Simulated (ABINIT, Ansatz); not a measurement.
# A GW chain in ABINIT: CrF6 (R-3), part 3 of 3

Wanted: ground state, empty states, screening and self-energy for CrF6 (R-3).

ABINIT 10.8.3; PBEsol and many-body steps on it, plane waves. Known limits of the many-body steps: not at the basis limit; no spin polarisation; d states lean on the start; coarse k mesh.

So far. Step 4 (Empty states on the mesh, 2×2×2 mesh, 76 bands): On this mesh the gap is 1.937 eV. Step 5 (Screening, 2×2×2 mesh, 70 bands, screening to 98 eV): Local fields lower ε∞ by 46 %. On a Γ-centred mesh this coarse the value itself is usually too large, while a short band sum pulls it down.

### 6. Self-energy, 2×2×2 mesh, 70 bands, screening to 98 eV

The self-energy is evaluated for the states that the input lists, and the levels follow from it, in one-shot runs by the linearised quasiparticle equation.

This step: G0W0 on PBEsol, plane waves, norm-conserving pseudopotentials.

The input, run.abi:

```
acell 3*1.0 Angstrom
rprim 
  2.402403871812 1.387028522093 4.369215055800
  -2.402403871812 1.387028522093 4.369215055800
  0.000000000000 -2.774057044186 4.369215055800
ntypat 2
znucl 24 9
natom 7
typat 1 2 2 2 2 2 2
xred 
  0.000000000000 0.000000000000 0.000000000000
  0.368598720000 0.081843300000 0.779004130000
  0.081843300000 0.779004130000 0.368598720000
  0.220995870000 0.631401280000 0.918156700000
  0.918156700000 0.220995870000 0.631401280000
  0.631401280000 0.918156700000 0.220995870000
  0.779004130000 0.368598720000 0.081843300000
pp_dirpath "pseudos"
pseudos "Cr.upf, F.upf"
ecut 43
ngkpt 2 2 2
nshiftk 1
shiftk 0 0 0
kptopt 1
chksymbreak 0
istwfk *1
occopt 1
irdwfk 1
optdriver 4
nband 70
gwcalctyp 0
ecutsigx 43
symsigma 1
nkptgw 2
kptgw 
  0.5000000000 0.5000000000 0.0000000000
  0.0000000000 0.0000000000 0.0000000000
bdgw 
  27 30
  27 31
ecuteps 3.6
irdscr 1
ppmodel 1
indata_prefix "in"
outdata_prefix "out"
tmpdata_prefix "tmp"
```

Command:

```console
> OMP_NUM_THREADS=1 mpirun -n 4 abinit run.abi > log
```

Numbers of over 12 decimals in the logs are rounded to 6 here.

Log:

```text
.Version 10.8.3 of ABINIT. v10.8.2 released Aug 2026.

 Symmetries : space group R-3 (#148); Bravais hR (rhombohedral)
[... echo of the input left out ...]
== DATASET  1 ==================================================================
-   mpi_nproc: 4, omp_nthreads: 1 (-1 if OMP is not activated)

--- !DatasetInfo
iteration_state: {dtset: 1, }
dimensions: {natom: 7, nkpt: 4, mband: 70, nsppol: 1, nspinor: 1, nspden: 1, mpw: 7993, }
cutoff_energies: {ecut:  43.0, pawecutdg:  -1.0, }
electrons: {nelect:   5.60000000E+01, charge:   0.00000000E+00, occopt:   1.00000000E+00, tsmear:   1.00000000E-02, }

 SIGMA: Calculation of the GW corrections

 Based on a program developped by R.W. Godby, V. Olevano, G. Onida, and L. Reining.
 Incorporated in ABINIT by V. Olevano, G.-M. Rignanese, and M. Torrent.
.Using double precision arithmetic ; gwpc =  8

[... cell and pseudopotentials left out ...]
--------------------------------------------------------------------------------

 ==== K-mesh for the wavefunctions ====
 Number of points in the irreducible wedge :     4
[... list of points left out ...]
 Together with  6 symmetry operations and time-reversal symmetry
 yields     8 points in the full Brillouin Zone.

 ==== Q-mesh for screening function ====
 Number of points in the irreducible wedge :     4
[... list of points left out ...]
 Together with  6 symmetry operations and time-reversal symmetry
 yields     8 points in the full Brillouin Zone.

 vcoul_init : cutoff-mode = AUXILIARY_FUNCTION
 q-points for optical limit:   1
     1)      0.000010    0.000020    0.000030
 setmesh: FFT mesh size selected  =    60x   60x   60
          total number of points  =       216000

 Number of electrons calculated from density =   56.0000; Expected =   56.0000
 average of density, n =  0.094996
 r_s =    1.3596
 omega_plasma =   29.7309 [eV]

 === KS Band Gaps ===
  >>>> For spin  1
   Minimum direct gap =   1.9917 [eV], located at k-point      :   0.5000  0.5000  0.0000
   Fundamental gap    =   1.9365 [eV], Top of valence bands at :   0.5000  0.5000  0.0000
                                       Bottom of conduction at :   0.0000  0.0000  0.0000
 SIGMA fundamental parameters:
 PLASMON POLE MODEL  1
 number of plane-waves for SigmaX                 7993
 number of plane-waves for SigmaC and W            193
 number of plane-waves for wavefunctions          7993
 number of bands                                    70
 number of independent spin polarizations            1
 number of spinorial components                      1
 number of k-points in IBZ                           4
 number of q-points in IBZ                           4
 number of symmetry operations                       6
 number of k-points in BZ                            8
 number of q-points in BZ                            8
 number of frequencies for dSigma/dE                 9
 frequency step for dSigma/dE [eV]                0.25
 number of omega for Sigma on real axis              0
 max omega for Sigma on real axis  [eV]           0.00
 zcut for avoiding poles [eV]                     0.10

 EPSILON^-1 parameters (SCR file):
 dimension of the eps^-1 matrix on file            193
 dimension of the eps^-1 matrix used               193
 number of plane-waves for wavefunctions          7993
 number of bands                                    70
 number of q-points in IBZ                           4
 number of frequencies                               2
 number of real frequencies                          1
 number of imag frequencies                          1

 matrix elements of self-energy operator (all in [eV])

 Perturbative Calculation

--- !SelfEnergy_ee
iteration_state: {dtset: 1, }
kpoint     : [   0.500,    0.500,    0.000, ]
spin       : 1
KS_gap     :    1.992
QP_gap     :    4.997
Delta_QP_KS:    3.005
data: !SigmaeeData |
     Band     E0 <VxcDFT>   SigX SigC(E0)      Z dSigC/dE  Sig(E)    E-E0       E
       27  -2.698 -22.915 -29.740   6.296   0.730  -0.370 -23.301  -0.386  -3.084
       28  -2.558 -23.160 -29.957   6.297   0.731  -0.367 -23.526  -0.366  -2.923
       29  -0.566 -24.886 -18.532  -2.815   0.746  -0.341 -22.247   2.639   2.073
       30  -0.380 -25.102 -19.085  -2.491   0.743  -0.346 -22.482   2.620   2.240

--- !SelfEnergy_ee
iteration_state: {dtset: 1, }
kpoint     : [   0.000,    0.000,    0.000, ]
spin       : 1
KS_gap     :    2.132
QP_gap     :    5.172
Delta_QP_KS:    3.040
data: !SigmaeeData |
     Band     E0 <VxcDFT>   SigX SigC(E0)      Z dSigC/dE  Sig(E)    E-E0       E
       27  -2.754 -22.932 -29.684   6.230   0.731  -0.367 -23.314  -0.382  -3.136
       28  -2.754 -22.932 -29.684   6.230   0.731  -0.367 -23.314  -0.382  -3.136
       29  -0.621 -24.868 -18.449  -2.861   0.747  -0.339 -22.210   2.658   2.036
       30  -0.418 -25.180 -19.048  -2.587   0.742  -0.347 -22.549   2.631   2.213
       31  -0.418 -25.180 -19.048  -2.587   0.742  -0.347 -22.549   2.631   2.213

== END DATASET(S) ==============================================================
================================================================================

 -outvars: echo values of variables after computation  --------
           etotal      0.0000000000E+00
            nband          70
             nkpt           4
          spgroup         148
 [... the other variables as echoed above ...]

 Calculation completed.
```

Wall time 5.8 s (4 MPI ranks of Arm Neoverse V1, shared host); peak memory 0.98 GiB.

This step gave:

* G0W0 gap on the points computed: 4.959 eV
* starting gap on the mesh: 1.937 eV
* k of the valence top: 0.5, 0.5, 0
* k of the conduction bottom: 0, 0, 0
* Z at the valence top: 0.731
* Z at the conduction bottom: 0.747
* least direct G0W0 gap on the computed points: 4.996 eV

The gap on the mesh goes from 1.94 eV to 4.96 eV, a correction of +3.02 eV.

Limits: finite bands, cutoff and mesh; no spin polarisation; d states lean on the start; coarse k mesh. v1 is the top filled band, c1 the lowest empty one. The levels before and after the correction (eV, zero at the valence-band top of each column):

|  | conduction bottom | valence top |
| --- | --- | --- |
| Kohn-Sham | 1.94 | 0.00 |
| G0W0 | 4.96 | 0.00 |

|  | level | energy (eV) |
| --- | --- | --- |
| Kohn-Sham | (0.5 0.5 0) v2 | -0.140 |
| Kohn-Sham | (0.5 0.5 0) v1 | 0.000 |
| Kohn-Sham | (0.5 0.5 0) c1 | 1.992 |
| Kohn-Sham | (0.5 0.5 0) c2 | 2.178 |
| Kohn-Sham | Γ v2-v1 | -0.196 |
| Kohn-Sham | Γ c1 | 1.937 |
| Kohn-Sham | Γ c2-c3 | 2.140 |
| G0W0 | (0.5 0.5 0) v2 | -0.161 |
| G0W0 | (0.5 0.5 0) v1 | 0.000 |
| G0W0 | (0.5 0.5 0) c1 | 4.996 |
| G0W0 | (0.5 0.5 0) c2 | 5.163 |
| G0W0 | Γ v2-v1 | -0.213 |
| G0W0 | Γ c1 | 4.959 |
| G0W0 | Γ c2-c3 | 5.136 |

### 7. Where the time went

Times are wall times on 4 MPI ranks of Arm Neoverse V1, shared host, good to a factor of about two.

| step | time | share | memory (GiB) |
| --- | --- | --- | --- |
| ground state | 2.9 min | 67 % | 0.73 |
| bands along the symmetry lines | 49 s | 19 % | 0.51 |
| empty states on the mesh | 17 s | 6 % | 0.43 |
| screening | 16 s | 6 % | 1.2 |
| self-energy | 5.8 s | 2 % | 0.98 |

### 8. Outcome

```yaml
pbesol_gap: 1.94 eV, indirect
g0w0_gap_on_the_mesh: 4.96 eV
gw_settings: 2×2×2 mesh, 70 bands, screening to 98 eV, Godby-Needs plasmon pole
known_limits: not at the basis limit; no spin polarisation; d states lean on the start; coarse k mesh
```

G0W0 moves the gap on the mesh from 1.94 eV to 4.96 eV (+3.02 eV), with Z of 0.73 and 0.75 at the edges. Local fields lower the RPA ε∞ on this mesh from 6.23 to 3.38; a Γ-centred mesh this coarse tends to raise both, most where the direct gap is narrow, while a short band sum lowers them. Only 2 of the mesh's irreducible points were corrected, so a valley elsewhere could overtake. The dearest step here is «ground state». Bands and cutoff are finite, so the gap is not at the basis limit. The miss can reach some tenths of an eV and take either sign; the mesh is an error of its own. In the G0W0 run levels were corrected at 2 k points alone, so a gap called «on the mesh» is the least over those, and an edge elsewhere would be missed. The 2×2×2 mesh is coarse for this cell, which bears on the long-range parts of exchange and screening. The runs have no spin polarisation. For a closed low-spin shell that is the natural state; where a d or f shell is open it is a constraint, and the gap is then not the crystal's own. With d states at the gap, one-shot GW leans hard on its start.

[Paths, hosts, dates, memory and timing lines, banners, echoed tables and standing remarks are left out of the program output.]

[Logs are printed without paths, hosts, clocks, repeated set-up lines and the standing remarks that a program may print on its own settings, such as how far it seeks lower states.]

[Runs of the session that timed out or met a known fault of the program may be left out.]

[Hosts, paths, dates, database ids (printed as entryN), source tags and the programs' standing remarks are cut or masked in the printed files.]

[G0W0 gaps are taken among the corrected bands and points alone; a level outside them can change the order at an edge.]

[Where Ansatz stands beside ABINIT at settings called matched, ABINIT's density can come from a denser mesh and the files from another edition; pairs whose starting gaps differed by over 0.03 eV were left out, so agreement reads better than it is.]
